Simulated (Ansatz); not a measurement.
# Quasiparticle gap of BaTiO3 (R3m), part 2 of 2

How far does one-shot GW move the LDA gap of BaTiO3 (R3m)?

Ansatz 0.2.0; LDA, then G0W0 on it, plane waves, PAW. Known limits of the many-body steps: finite bands, screening cutoff and k mesh; no spin-orbit coupling in G0W0.

So far. Step 2 (The LDA band structure): Over mesh and path the gap is 2.355 eV, from k = (0.500, 0.500, 0.500) to k = Γ. The least direct gap found is 2.686 eV, at k = (0.050, -0.050, 0.000).

In doubt: masses and optical values from hybrid runs of this build are listed as unsure (in some of the runs), which bears on the screening that GW takes from such a start.

## (3) The quasiparticle correction

G0W0 replaces the xc potential by a self-energy built once from the orbitals of the start. Levels are corrected in the window of bands that the input names, at points of the mesh.

This step: G0W0 on LDA, plane waves, PAW.

Contents of input.yaml:

```yaml
crystal:
  lattice:
    - [2.8273666084, 1.6323808724, 2.3183934932]
    - [-2.8273666084, 1.6323808724, 2.3183934932]
    - [0.0, -3.2647617449, 2.3183934932]
  atoms:
    - { symbol: Ba, position: [0.0, 0.0, 0.0] }
    - { symbol: Ti, position: [0.4845, 0.4845, 0.4845] }
    - { symbol: O, position: [0.5086, 0.5086, 0.0175] }
    - { symbol: O, position: [0.0175, 0.5086, 0.5086] }
    - { symbol: O, position: [0.5086, 0.0175, 0.5086] }
kpoints:
  mp_grid: { grid: [6, 6, 6] }
hamiltonian:
  xc: lda
  pseudopotentials: { kind: paw, source: ansatz }
scf:
  occupations: { method: fixed }
gw:
  n_empty_bands: 1079
  ecut_chi: 380
  qp_bands: [v2, c2]
  qp_kpoints: band_edges
  screening: { model: contour_deformation }
```

Run with:

```sh
ansatz run input.yaml --threads 4 --pin off --max-ram 138240MiB --backend cuda --events-out ev --progress --plain --runs-dir out --devices 1 --max-vram 26GiB
```

Numbers of over 12 decimals in the logs are rounded to 6 here.

The program printed:

```text
GPUs: using 1 of 1 available (devices: 1).
[...]
GPU FFT provider: cuFFT
GPU libraries: cuBLAS 13.8.2, cuFFT 12.4.0, cuSOLVER 12.3.4
Crystal: 5 atoms, lattice volume = 64.201 Å³
Basis set: ecut = 930 eV, 4103 PW (Γ)
Bands: 25, of which v1, the nominal top of the filled ones, is band 20 counted from 1 (19 counted from 0)
Symmetry: 6 space group operations
[...]
k-points: 32 of 216 (time reversal used)
[...]
GPU buffer pool allocated for 91125 grid points (all kernels)
[...]
SCF iter   1: F=—  HF=-9892.358652 eV  |F-HF|=—  |Δ(HF+E_count)|=         —  Δρ=8.80e-2  dr2=6.35e0  ethr=3.10e-3  ⟨swp⟩=4.1  Hψ=3192  notcnv=0  defer=45
[...]
SCF iter  10: F=-9890.376212 eV  HF=-9890.376212 eV  |F-HF|=1.46e-9  |Δ(HF+E_count)|=   5.30e-9  Δρ=2.58e-6  dr2=2.01e-9  ethr=2.50e-10  ⟨swp⟩=10.2  Hψ=3318  notcnv=0
SCF 1 converged in 10 iterations: F = -9890.376212 eV  dr2 = 2.01e-9
[...]
NSCF: frozen V_eff on 32 k-points, pencils in batches of 32, up to order 100
the band table was solved once the SCF had ended and its energy, with any forces and stress, was formed, with the checks that follow a solve (3697 applications of the Hamiltonian). They found nothing against the state; the energy, forces and stress were not computed again (output.eigenvalues in the input reference)
[...]
NSCF: frozen V_eff on 32 k-points
G₀W₀ screening: q 1/32
[... further progress lines ...]
[...]
SCF converged after 10 iterations
Free energy (F): -9890.376212 eV
[...]
Internal energy: -9890.376212 eV  (E = F + TS)
E sigma→0 (E₀):  -9890.376212 eV
Fermi energy:    9.874652 eV
[...]
--- Band table (eV; the first three rows and the last of 32) ---
  k-point 0: bands = [... 16 lower, 8.7711, 9.3731, 9.5172, 9.5172, 12.2221, 12.2221, 12.3773, 14.4464, ... 1 higher]
  k-point 1: bands = [... 16 lower, 8.6021, 8.9644, 9.3973, 9.4104, 12.2724, 12.6078, 12.6344, 14.4429, ... 1 higher]
  k-point 2: bands = [... 16 lower, 8.2995, 8.4133, 9.0809, 9.1792, 12.3465, 13.2977, 13.3934, 14.4285, ... 1 higher]
  k-point 31: bands = [... 16 lower, 7.5833, 9.8602, 9.8602, 9.8747, 14.2304, 14.3803, 14.3803, 16.5267, ... 1 higher]
--- G₀W₀: contour deformation, 7 samples at zero and on the imaginary axis and 2 off it, 216 q-points, 1079 empty bands' worth ---
  eigenvalues of the whole cell's RPA ε∞ on this k-mesh (on a slab, of 1 + 4πα/V) = 5.3647, 5.8421, 5.8421; static W/v taken at q = 0 is 0.176134
  bands read: the sum over 1099 bands ends inside a degenerate multiplet in 1 slot, whose members it reads at an even weight; the widest, k=0: bands 1099 to 1100 (counted from 1) at 1/2 each
  gw.qp_kpoints: band_edges: 26 of 32 stored k-points solved, in 1 pass; an edge of the gap read off the rows below is read off those points alone
    valence top: of the k-points left out ik 13 came nearest to being solved in a further pass, in band 19 (counted from 1, as in the quasiparticle table): it holds the edge there only if its correction is more favourable than any solved in that band by at least 0.628 eV; those differ by 0.072 eV
    conduction bottom: of the k-points left out ik 21 came nearest to being solved in a further pass, in band 21 (counted from 1, as in the quasiparticle table): it holds the edge there only if its correction is more favourable than any solved in that band by at least 0.574 eV; those differ by 0.055 eV
    ik  band        ε_KS         Σx   Σc(E_QP)       V_xc       Z   E_QP_lin       E_QP  E_QP is
     0    19      9.5172   -25.7262     3.5842   -21.4266  0.7247     8.7924     8.8019  root
     0    20      9.5172   -25.7262     3.5842   -21.4266  0.7247     8.7924     8.8019  root
     0    21     12.2221   -13.0408    -6.5045   -20.6325  0.7384    13.3295    13.3092  root
     0    22     12.2221   -13.0408    -6.5045   -20.6325  0.7384    13.3295    13.3092  root
     1    19      9.3973   -25.7131     3.6571   -21.3337  0.7236     8.6651     8.6750  root
     1    20      9.4104   -25.3406     3.5355   -21.1009  0.7238     8.6968     8.7063  root
     1    21     12.2724   -13.1885    -6.5103   -20.7781  0.7371    13.3720    13.3518  root
     1    22     12.6078   -13.6094    -6.6702   -21.3525  0.7288    13.7026    13.6807  root
     2    19      9.0809   -25.1617     3.5466   -20.9159  0.7215     8.3719     8.3818  root
     2    20      9.1792   -25.7696     3.8176   -21.2061  0.7221     8.4223     8.4334  root
     2    21     12.3465   -13.2984    -6.6490   -21.0438  0.7340    13.4645    13.4429  root
     2    22     13.2977   -14.3210    -7.1262   -22.5092  0.7094    14.3861    14.3597  root
     3    19      8.9402   -25.2664     3.6472   -20.9022  0.7205     8.2125     8.2233  root
     3    20      9.0809   -25.8451     3.9085   -21.1743  0.7216     8.3068     8.3186  root
     3    21     12.3801   -13.3456    -6.7353   -21.1893  0.7324    13.5111    13.4885  root
     3    22     13.6715   -14.6329    -7.4428   -23.1318  0.6972    14.7575    14.7275  root
     4    19      9.2748   -25.3852     3.6180   -21.0502  0.7236     8.5478     8.5578  root
     4    20      9.3720   -25.5343     3.8220   -20.9796  0.7195     8.6283     8.6394  root
     4    21     12.5862   -13.4692    -6.7306   -21.2803  0.7300    13.6890    13.6667  root
     4    22     12.6629   -13.7325    -6.7144   -21.5254  0.7266    13.7638    13.7414  root
     5    19      9.0182   -25.2487     3.8487   -20.6614  0.7196     8.2679     8.2795  root
     5    20      9.2152   -25.2483     3.9143   -20.5983  0.7166     8.4677     8.4796  root
     5    21     12.6649   -13.6433    -6.8369   -21.5752  0.7265    13.7834    13.7598  root
     5    22     13.3367   -14.2084    -7.2289   -22.5103  0.7088    14.4372    14.4098  root
     6    19      8.9849   -25.2880     3.9348   -20.6061  0.7181     8.2255     8.2378  root
     6    20      9.0430   -24.8620     4.0176   -20.1143  0.7127     8.3004     8.3130  root
     6    21     12.6847   -13.6808    -6.8945   -21.6785  0.7254    13.8121    13.7879  root
     6    22     13.6825   -14.4296    -7.5334   -23.0302  0.6979    14.7805    14.7497  root
     7    19      9.0233   -25.2729     3.8178   -20.7195  0.7200     8.2763     8.2878  root
     7    20      9.2499   -25.2224     3.8967   -20.5952  0.7167     8.5078     8.5195  root
     7    21     12.6406   -13.6078    -6.8283   -21.5323  0.7273    13.7602    13.7368  root
     7    22     13.3044   -14.0834    -7.2055   -22.3625  0.7106    14.4051    14.3780  root
     8    19      9.2978   -25.5025     3.6878   -21.0874  0.7232     8.5603     8.5706  root
     8    20      9.4229   -25.4364     3.7731   -20.9387  0.7198     8.6876     8.6984  root
     8    21     12.4780   -13.3779    -6.6847   -21.1480  0.7328    13.5850    13.5633  root
     8    22     12.7172   -13.5880    -6.8252   -21.5040  0.7261    13.8315    13.8081  root
     9    19      8.9668   -24.8421     4.1114   -19.9794  0.7120     8.2016     8.2154  root
     9    20      9.5599   -25.4387     4.0771   -20.6061  0.7161     8.7924     8.8045  root
     9    21     13.3214   -14.2095    -7.2547   -22.5430  0.7093    14.4280    14.4003  root
     9    22     13.4329   -14.5077    -7.2503   -22.8265  0.7049    14.5294    14.5014  root
[...]
29    19      9.6001   -25.3604     4.1169   -20.4998  0.7150     8.8447     8.8565  root
    29    20      9.8556   -25.7088     4.1046   -20.8617  0.7161     9.1021     9.1131  root
    29    21     14.0805   -14.5789    -7.8855   -23.5194  0.6859    15.1703    15.1355  root
    29    22     14.2006   -14.6655    -7.9268   -23.6481  0.6837    15.2922    15.2563  root
    30    19      9.5437   -25.2677     4.1143   -20.4058  0.7149     8.7840     8.7961  root
    30    20      9.6613   -25.4422     4.1071   -20.5969  0.7147     8.9117     8.9231  root
    30    21     13.8670   -14.4657    -7.6622   -23.1897  0.6941    14.9613    14.9288  root
    30    22     14.0698   -14.3588    -7.8828   -23.3091  0.6885    15.1725    15.1373  root
    31    19      9.8602   -25.7254     4.0986   -20.8869  0.7161     9.1095     9.1204  root
    31    20      9.8747   -25.7490     4.1075   -20.9005  0.7162     9.1228     9.1338  root
    31    21     14.2304   -14.5891    -8.0582   -23.7007  0.6805    15.3207    15.2838  root
    31    22     14.3803   -14.6902    -8.1531   -23.8989  0.6772    15.4745    15.4359  root
```

Run time: 11 min. Hardware: 1 × NVIDIA H100 80GB HBM3 (shared by 3 runs) with 4 threads of AMD EPYC 7R13 (Zen 3), shared host; peak memory 10 GiB; 23 min of CPU time.

Numbers from this step:

```yaml
bands_summed: 1099
rpa_eps_infinity_on_this_mesh_eigenvalues: 5.365, 5.842, 5.842
plane_waves_in_the_screening_matrix: 1045
q_points_in_the_mesh: 216
g0w0_gap_over_the_corrected_points: 4.175 eV
k_of_the_valence_top: -0.5, -0.5, -0.5
k_of_the_conduction_bottom: 0, 0, 0
starting_gap_on_the_mesh: 2.347 eV
z_at_the_valence_top: 0.7162
z_at_the_conduction_bottom: 0.7384
least_direct_g0w0_gap_over_the_corrected_points: 4.507 eV
```

Over 26 of 32 irreducible mesh points the G0W0 gap is 4.175 eV, from k = (-0.500, -0.500, -0.500) to k = Γ. The LDA gap of this run on the mesh is 2.347 eV. The two states that bound the G0W0 gap lie that far apart at the start, so the correction of the gap is 4.175 − 2.347 = +1.828 eV. The start of this run differs from the step before in files (soft_1 PAW and hard PAW) and plane-wave cutoff (420 eV and 930 eV).

Labels follow the order of the start: v1 is the top filled band, c1 the lowest empty one; levels that stay degenerate share a row, the window can cut a multiplet, doubted levels are not marked in this list, bands outside the window were not corrected, and the list may be a part of the corrected levels. Levels before and after the correction, in eV, zero at the valence-band top of each column:

```csv
,conduction bottom,valence top
Kohn-Sham,2.35,0.00
G0W0,4.18,0.00
```

```csv
,level,occupation,energy (eV)
Kohn-Sham,Γ v2-v1,2,-0.357
Kohn-Sham,Γ c1-c2,0,2.347
Kohn-Sham,(-0.5 -0.5 -0.5) v2,2,-0.014
Kohn-Sham,(-0.5 -0.5 -0.5) v1,2,0.000
Kohn-Sham,(-0.5 -0.5 -0.5) c1,0,4.356
Kohn-Sham,(-0.5 -0.5 -0.5) c2,0,4.506
G0W0,Γ v2-v1,2,-0.332
G0W0,Γ c1-c2,0,4.175
G0W0,(-0.5 -0.5 -0.5) v2,2,-0.013
G0W0,(-0.5 -0.5 -0.5) v1,2,0.000
G0W0,(-0.5 -0.5 -0.5) c1,0,6.150
G0W0,(-0.5 -0.5 -0.5) c2,0,6.302
```

The parts of the quasiparticle energy for the two states that bound the G0W0 gap, in eV on the run's own scale (QP = start + Σx + Σc − Vxc, with Σc at the quasiparticle energy):

```
             edge                         k  band   start       Σx      Σc      Vxc      Z      QP
      valence top  (-0.500, -0.500, -0.500)    20   9.875  −25.749   4.107  −20.901  0.716   9.134
conduction bottom                         Γ    21  12.222  −13.041  −6.505  −20.633  0.738  13.309
```

## (4) Spin-orbit coupling

This run has two-component orbitals with spin-orbit coupling.

This step: DFT, LDA with spin-orbit coupling, plane waves, PAW; PAW set soft_1.

input.yaml: that of step 3 with these lines changed.

```diff
@@ -13,12 +13,23 @@
   mp_grid: { grid: [6, 6, 6] }
+  band_path:
+    path:
+      - [0.0, 0.0, 0.0]
+      - [0.5, 0.5, 0.5]
+      - [0.50282879, 0.49717121, 0.5]
+      - [0.5, -0.49717121, 0.49717121]
+      - [0.5, 0.0, 0.0]
+      - [0.49858561, -0.49858561, 0.0]
+      - [0.50141439, 0.0, 0.49858561]
+      - [0.049858561, -0.049858561, 0.0]
+    npoints: 1
 hamiltonian:
   xc: lda
-  pseudopotentials: { kind: paw, source: ansatz }
+  pseudopotentials: { kind: paw_fr, azcp: { folder: soft_1 }, xc_functional: pbe }
 scf:
   occupations: { method: fixed }
-gw:
-  n_empty_bands: 1079
-  ecut_chi: 380
-  qp_bands: [v2, c2]
-  qp_kpoints: band_edges
-  screening: { model: contour_deformation }
+  n_extra_bands: 10
+magnetization:
+  noncollinear: true
+  spin_orbit: true
+output:
+  eigenvalues: true
```

The program printed:

```text
[...]
GPUs: using 1 of 1 available (devices: 1).
[...]
non-collinear run that drives no moment, with spin-orbit: no starting moment large enough to seed its density (crystal.atoms[].spin), no starting occupations that ask for one, no magnetisation constraint and no magnetic field, so the semilocal B_xc is pinned to zero
[...]
GPU FFT provider: cuFFT
GPU libraries: cuBLAS 13.8.2, cuFFT 12.4.0, cuSOLVER 12.3.4
Crystal: 5 atoms, lattice volume = 64.201 Å³
Basis set: ecut = 420 eV, 1237 PW (Γ)
Bands: 50, of which v1, the nominal top of the filled ones, is band 40 counted from 1 (39 counted from 0)
Symmetry: 6 space group operations + 6 with time reversal
[...]
k-points: 32 of 216 (time reversal used)
Projection manifold: j_resolved (fully-relativistic pseudo-atomic orbitals)
[...]
GPU buffer pool allocated for 19683 grid points (all kernels)
[...]
SCF iter   1: F=—  HF=-9909.751066 eV  |F-HF|=—  |Δ(HF+E_count)|=         —  Δρ=5.58e-2  dr2=1.93e0  dr2_m=0.00e0 (ungated)  ethr=3.10e-3  |M|=0.00e0 ∫|m|=0.00e0 μB  |m|>n=0.0e0 m-floor=0.0e0 τ_xc=0.0e0  β_m=0.30  ⟨swp⟩=4.6  Hψ=6706  notcnv=0  defer=152
[...]
spin=Noncollinear: Resta preconditioning applied to the charge; magnetization (m_x, m_y, m_z) channels mix plain (no charge-response kernel on spin).
SCF iter   2: F=—  HF=-9909.458667 eV  |F-HF|=—  |Δ(HF+E_count)|=   2.92e-1  Δρ=3.42e-2  dr2=8.76e-1  dr2_m=0.00e0 (ungated)  ethr=3.10e-3  |M|=0.00e0 ∫|m|=0.00e0 μB  |m|>n=0.0e0 m-floor=0.0e0 τ_xc=0.0e0  β_m=0.56  ⟨swp⟩=3.2  Hψ=2652  notcnv=0  defer=124
[...]
SCF iter   8: F=-9909.245262 eV  HF=-9909.245262 eV  |F-HF|=4.69e-9  |Δ(HF+E_count)|=   1.19e-7  Δρ=5.34e-6  dr2=1.33e-8  dr2_m=0.00e0 (ungated)  ethr=2.50e-10  |M|=0.00e0 ∫|m|=0.00e0 μB  |m|>n=0.0e0 m-floor=0.0e0 τ_xc=0.0e0  ⟨swp⟩=9.8  Hψ=7150  notcnv=0
SCF 1 converged in 8 iterations: F = -9909.245262 eV  dr2 = 1.33e-8
[...]
SCF converged after 8 iterations
Magnetization: |M| = 0.0000 μB,  M = (+0.0000, +0.0000, +0.0000) μB
Absolute magnetization: 0.0000 μB (∫|m|)
  site 0: m = (+0.0000, +0.0000, +0.0000) μB, |m| = 0.0000 μB  (R = 1.15 Å)
  site 1: m = (+0.0000, +0.0000, +0.0000) μB, |m| = 0.0000 μB  (R = 0.77 Å)
  site 2: m = (+0.0000, +0.0000, +0.0000) μB, |m| = 0.0000 μB  (R = 0.77 Å)
  site 3: m = (+0.0000, +0.0000, +0.0000) μB, |m| = 0.0000 μB  (R = 0.77 Å)
  site 4: m = (+0.0000, +0.0000, +0.0000) μB, |m| = 0.0000 μB  (R = 0.77 Å)
Free energy (F): -9909.245262 eV
[...]
Internal energy: -9909.245262 eV  (E = F + TS)
E sigma→0 (E₀):  -9909.245262 eV
Fermi energy:    9.818828 eV
[...]
--- Band table (eV; the first three rows and the last of 32) ---
  k-point 0: bands = [... 36 lower, 9.4534, 9.4534, 9.5138, 9.5138, 12.1643, 12.1643, 12.1756, 12.1756, ... 6 higher]
  k-point 1: bands = [... 36 lower, 9.2852, 9.3468, 9.3924, 9.3977, 12.2159, 12.2252, 12.5469, 12.5557, ... 6 higher]
  k-point 2: bands = [... 36 lower, 9.0144, 9.0340, 9.1305, 9.1350, 12.2932, 12.2959, 13.2366, 13.2451, ... 6 higher]
  k-point 31: bands = [... 36 lower, 9.8067, 9.8067, 9.8188, 9.8188, 14.1710, 14.1710, 14.3178, 14.3178, ... 6 higher]
```

It took 9.1 s on 1 × NVIDIA H100 80GB HBM3 (shared by 3 runs) with 4 threads; peak memory 0.95 GiB; 12 s of CPU time.

This step gave:

* gap: 2.345 eV
* valence top at: H_2
* conduction bottom at: Γ
* least direct gap: 2.633 eV

Over mesh and listed points the gap is 2.345 eV, from k = (0.503, 0.497, 0.500) to k = Γ. The least direct gap found is 2.633 eV, at k = (0.050, -0.050, 0.000). LDA+SOC against LDA: 2.345 − 2.355 = −0.010 eV. Mesh, set of files and cutoff are the same, but the valence top lies at another k point, so this need not be the shift of one pair of states. The spin-orbit run sees mesh and listed points alone, so its gap is an upper bound: the coupling can move an edge off these points, the more so as this crystal has no centre of inversion, and the change over the zone, its sign included where it is small, is not known.

## (5) The runs together

Each gap is the least one over the points named; times are wall times on shared hosts, not benchmarks. A G0W0 time includes the run's own self-consistent start. Runs with listed points see these and the mesh alone, so an edge that moves elsewhere is missed. Rows marked * are further runs, not shown as steps, whose inputs differ from the G0W0 step on the same start in the columns given; solver thresholds can differ too. Symmetry makes (0.500, 0.500, 0.500) and (-0.500, -0.500, -0.500) one point.

```csv
level,mesh,"files, cutoff","bands summed, screening",points,gap (eV),valence top,conduction bottom,least direct gap (eV),time
LDA,6×6×6,"soft_1 PAW, 420 eV",-,mesh and path,2.355,"(0.500, 0.500, 0.500)",Γ,2.686,7.4 s
LDA+SOC,6×6×6,"soft_1 PAW, 420 eV",-,mesh and listed points,2.345,"(0.503, 0.497, 0.500)",Γ,2.633,9.1 s
G0W0@LDA*,6×6×6,"hard PAW, 930 eV","188, 110 eV",26 of 32 irreducible mesh points,4.082,"(-0.500, -0.500, -0.500)",Γ,4.390,72 s
G0W0@LDA*,6×6×6,"hard PAW, 930 eV","401, 190 eV",26 of 32 irreducible mesh points,4.116,"(-0.500, -0.500, -0.500)",Γ,4.439,2 min
G0W0@LDA*,6×6×6,"hard PAW, 930 eV","666, 270 eV",26 of 32 irreducible mesh points,4.150,"(-0.500, -0.500, -0.500)",Γ,4.478,5 min
G0W0@LDA,6×6×6,"hard PAW, 930 eV","1099, 380 eV",26 of 32 irreducible mesh points,4.175,"(-0.500, -0.500, -0.500)",Γ,4.507,11 min
```

## (6) What came out

```yaml
lda_gap_over_mesh_and_path: 2.355 eV, from k = (0.500, 0.500, 0.500) to k = Γ
g0w0_lda_gap_over_26_of_32_irreducible_mesh_points: 4.175 eV, from k = (-0.500, -0.500, -0.500) to k = Γ
lda_soc_gap_over_mesh_and_listed_points: 2.345 eV
estimated_limit_in_bands_and_cutoff_on_this_mesh: 4.213 eV
gw_settings: 6×6×6 mesh, 1079 empty bands, screening to 380 eV, hard PAW files
known_limits: finite bands, screening cutoff and k mesh; no spin-orbit coupling in G0W0
```

**Reading.** Over 26 of 32 irreducible mesh points the G0W0 gap is 4.175 eV, from k = (-0.500, -0.500, -0.500) to k = Γ. The LDA gap of this run on the mesh is 2.347 eV. The two states that bound the G0W0 gap lie that far apart at the start, so the correction of the gap is 4.175 − 2.347 = +1.828 eV. The valence state moves by 9.134 − 9.875 = −0.741 eV and the conduction state by 13.309 − 12.222 = +1.087 eV, on the run's own scale; with 188 bands the edge states move by −0.158 and +1.577 eV, so the split between the edges depends on the bands and cutoff. Both edges that LDA shows over mesh and path lie at k points where levels were corrected. Levels at other points were not corrected, so a lower G0W0 gap elsewhere in the zone is not ruled out. From 188 bands and 110 eV to 1099 bands and 380 eV the gap moves by 4.175 − 4.082 = +0.093 eV (rung by rung 4.082, 4.116, 4.150, 4.175 eV); bands and screening cutoff rise together, so their parts are not told apart. A line in one over the bands through the two highest rungs gives 4.175 + (4.175 − 4.150) × 666 / (1099 − 666) = 4.213 eV, and through the pair below 4.150 + (4.150 − 4.116) × 401 / (666 − 401) = 4.201 eV. The two agree within 0.03 eV and the same two states bound the gap in each rung, so 4.213 eV is taken as an estimate of the limit on this mesh. G0W0 on other starts in this series, not shown as steps and not all at these settings: 4.371 eV on HSE06 (6×6×6, hard PAW, 401 bands, 190 eV) and 4.631 eV on PBE0 (6×6×6, hard PAW, 401 bands, 190 eV). LDA+SOC against LDA: 2.345 − 2.355 = −0.010 eV. Mesh, set of files and cutoff are the same, but the valence top lies at another k point, so this need not be the shift of one pair of states. The spin-orbit run sees mesh and listed points alone, so its gap is an upper bound: the coupling can move an edge off these points, the more so as this crystal has no centre of inversion, and the change over the zone, its sign included where it is small, is not known. What spin-orbit coupling does to the G0W0 levels was not computed, so no sum with the G0W0 gap is formed. The G0W0 runs are scalar-relativistic. No pair of G0W0 runs that differ in the mesh alone is shown (6×6×6 is a supercell whose nearest images lie 24 Å apart), so the error from the mesh is not known here. G0W0 is shown with one set of atomic data (hard PAW), so the error from the files is not known here.

[Paths, hosts, dates, memory and timing lines, banners, echoed tables and standing remarks are left out of the program output.]

[Logs are printed without paths, hosts, clocks, repeated set-up lines and the standing remarks that a program may print on its own settings, such as how far it seeks lower states.]

[Runs of the session that timed out or met a known fault of the program may be left out.]

[Cells called generated may have been cut or substituted from an entry of the Crystallography Open Database or the Materials Project.]

[Hosts, paths, dates, database ids (printed as entryN), source tags and the programs' standing remarks are cut or masked in the printed files.]

[Where an RPA ε∞ is given, it is that of the G0W0 mesh and is not shown converged in it. Names of k-points follow the symmetry that the program found, which can be lower than the space group named. Band edges on a path are those of the sampled points; other points can move an edge, and change direct to indirect where valleys lie close.]

[Hybrid gaps are those of their k-mesh and are not shown converged in it.]
